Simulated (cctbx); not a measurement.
# Resonant diffraction in SiBiPd

Space group Pnma (no. 62), a = 6.9030 Å, b = 4.1990 Å, c = 7.8620 Å, α = 90.00°, β = 90.00°, γ = 90.00°.

| atom | mult. | x | y | z | Ueq (Å²) |
| --- | --- | --- | --- | --- | --- |
| Bi1 | 4 | 0.4887 | 3/4 | 0.6830 | 0.0060 |
| Pd1 | 4 | 0.3491 | 3/4 | 0.0523 | 0.0052 |
| Si1 | 4 | 0.7233 | 3/4 | 0.1210 | 0.0103 |

The model was made for the exercise: a known structure type with other elements put in, its volume estimated, not relaxed; displacement parameters are assumed.

Calculated with cctbx: free-atom f′ and f″ from the Sasaki tables, no fine structure; amplitudes in electrons.

```csv
E (eV),F 1 1 1,F 0 1 3,F 2 1 1,F 2 0 0
23750,74.1,211.2,282.7,199.6
24100,71.7,208.7,282.5,200.7
24230,69.6,206.5,282.3,201.6
24290,67.6,204.4,282.0,202.4
24320,65.6,202.3,281.8,203.2
24335,63.8,200.3,281.5,204.0
24342,62.1,198.5,281.3,204.7
24346,60.3,196.6,281.1,205.4
24354,58.3,194.2,280.8,206.3
24358,61.5,197.7,281.2,204.9
24365,63.8,200.2,281.6,203.9
24380,66.1,202.7,281.9,203.0
24410,68.3,205.0,282.2,202.1
24500,71.1,208.0,282.6,200.9
24750,74.1,211.3,283.1,199.7
```

**Question.** Which edge is crossed, and why do the reflections move as they do?

The K edge of Pd. The edge is at 24350 eV. f′ of Pd falls from -4.7 e at 24230 eV to -7.8 e at 4 eV below it, and f″ steps from 0.55 to 3.63 e across it. Over that approach |F| changes by -13 % (1 1 1), -5 % (0 1 3), -0 % (2 1 1) and +2 % (2 0 0): a reflection falls where Pd scatters in phase with the total and rises where it scatters against it; it hardly moves where the Pd term is small or cancels by symmetry. Above the edge the larger f″ enters the imaginary part, where it can add to or cancel the other atoms' f″. The structure is centrosymmetric, so Friedel mates stay equal.

[Logs are printed without paths, hosts, clocks, repeated set-up lines and the standing remarks that a program may print on its own settings, such as how far it seeks lower states.]
